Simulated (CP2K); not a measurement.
Consider 3-cyanopyrrole at its PBE geometry (Å).

```xyz
11

N     3.3768   -0.4854    0.0901
C     2.2185   -0.3284    0.0596
C     0.8156   -0.1190    0.0201
C     0.1394    1.1438   -0.0658
C    -1.2131    0.8811   -0.0752
N    -1.3782   -0.4888    0.0009
C    -0.1618   -1.1133    0.0606
H     0.6093    2.1191   -0.1097
H    -2.0668    1.5460   -0.1245
H    -2.2721   -0.9652    0.0176
H    -0.0676   -2.1898    0.1265
```

Method: CP2K XAS_TDP, all-electron GAPW, PBEh(45%), aug-cc-pVDZ, TDA, no relativity.

**Question.** Where do the N K-edge lines lie, and how strong are they?

Leading lines: N1 395.51 eV and N6 398.11 eV. The leading line of an atom is its first one with 35 % of the strongest within 2.5 eV of its lowest line over the strength cut. 

The first six lines of each atom with a strength over 0.0015:

```csv
atom,energy (eV),states,"strength, one atom"
N1 (bonded to C),395.51,2,0.1038
,400.27,2,0.0017
,401.23,1,0.0065
,401.39,1,0.0019
,401.43,1,0.0022
,403.03,1,0.0051
N6 (bonded to 2 C and H),398.11,1,0.0350
,399.43,1,0.0156
,402.06,2,0.0037
,402.26,1,0.0066
,402.47,1,0.0093
,403.06,1,0.0024
```

Lines are vertical, at one geometry, with no vibrational structure. Without a correction of the core level, line positions, and the gaps between valence and Rydberg lines, follow the share of exact exchange. At this level such K lines come out 3 to 6 eV under measured ones. These values hold no scalar relativity, about 0.2 eV for N 1s. Rydberg lines, and the discretised continuum above threshold, depend on the basis and the box.

[Banner, clock and machine lines of the logs are left out without a mark of their own.]

[Logs are printed without paths, hosts, clocks, repeated set-up lines and the standing remarks that a program may print on its own settings, such as how far it seeks lower states.]

[Hosts, paths, dates, database ids (printed as entryN), source tags and the programs' standing remarks are cut or masked in the printed files.]
